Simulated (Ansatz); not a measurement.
Rows from a G0W0 calculation on V2O5 (layers cut from the bulk crystal) (Ansatz 0.2.0; G0W0 on PBEsol, plane waves, PAW; PAW set soft_1; 4×4×1 mesh, 1494 empty bands, screening to 65 eV, PAW set soft_1 files), in eV. Spin-orbit coupling is left out.

```csv
row,Σx,Σc,Vxc,Z
A,-25.37,3.92,-20.91,0.71
B,-16.64,-5.56,-24.27,0.71
C,-15.64,-6.22,-23.88,0.71
D,-25.22,4.14,-20.41,0.70
E,-15.89,-5.94,-23.85,0.71
F,-25.49,4.38,-20.40,0.70
```

**Question.** Which rows are filled states and which are empty ones, and how can one tell?

Filled: A, D and F. Empty: B, C and E. The sign of Σc tells: for a filled state bare exchange, which holds its interaction with itself, lies below Vxc (Σx − Vxc is -4.5 eV or lower here) and screening gives part back as a positive Σc. For an empty state Σx lies above Vxc (+7.6 eV or more) and the Coulomb hole leaves Σc negative.

[Paths, hosts, dates, memory and timing lines, banners, echoed tables and standing remarks are left out of the program output.]

[Logs are printed without paths, hosts, clocks, repeated set-up lines and the standing remarks that a program may print on its own settings, such as how far it seeks lower states.]

[Runs of the session that timed out or met a known fault of the program may be left out.]

[Cells called generated may have been cut or substituted from an entry of the Crystallography Open Database or the Materials Project.]

[Hosts, paths, dates, database ids (printed as entryN), source tags and the programs' standing remarks are cut or masked in the printed files.]
